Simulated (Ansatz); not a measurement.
Planning a GW calculation on CdSe (F-43m).

```xyz
2
Lattice="0.0000 3.0250 3.0250 3.0250 0.0000 3.0250 3.0250 3.0250 0.0000" Properties=species:S:1:pos:R:3 pbc="T T T"
Cd    0.0000    0.0000    0.0000
Se    4.5375    4.5375    4.5375
```

Geometry: measured lattice cell, ions relaxed with PBE; the structure entry is the Materials Project's. The runs that relaxed it are not among those shown.

Runs so far (Ansatz 0.2.0, start PBE, PAW set soft_1 files, 4×4×4 mesh). Times are wall times on 1 × NVIDIA H100 80GB HBM3 (shared by 6 runs) with 3 threads of AMD EPYC 7R13 (Zen 3), shared host, good to a factor of about two.

```
bands summed  cutoff (eV)  gap on the mesh (eV)   time
          76           60                 1.131  6.8 s
         183          120                 1.205   10 s
```

**Question.** What should the next rung give, with 373 bands and screening to 200 eV, and where is the limit?

The error falls about as one over the bands when the cutoff rises with them. A line through the two highest rungs given predicts 1.231 eV; the run gave 1.209 eV, a miss of 0.022 eV, so the law fails here: the steps don't follow it yet. The two highest rungs put the limit near 1.214 eV, the pair below near 1.257 eV; neither can be trusted until a further rung is run.

Gaps are over the mesh's points; an edge off the mesh would be missed. Limits: not at the basis limit; mesh may overstate the screening; no spin-orbit coupling; coarse k mesh.

[Paths, hosts, dates, memory and timing lines, banners, echoed tables and standing remarks are left out of the program output.]

[Logs are printed without paths, hosts, clocks, repeated set-up lines and the standing remarks that a program may print on its own settings, such as how far it seeks lower states.]

[Runs of the session that timed out or met a known fault of the program may be left out.]

[Cells called generated may have been cut or substituted from an entry of the Crystallography Open Database or the Materials Project.]

[Hosts, paths, dates, database ids (printed as entryN), source tags and the programs' standing remarks are cut or masked in the printed files.]
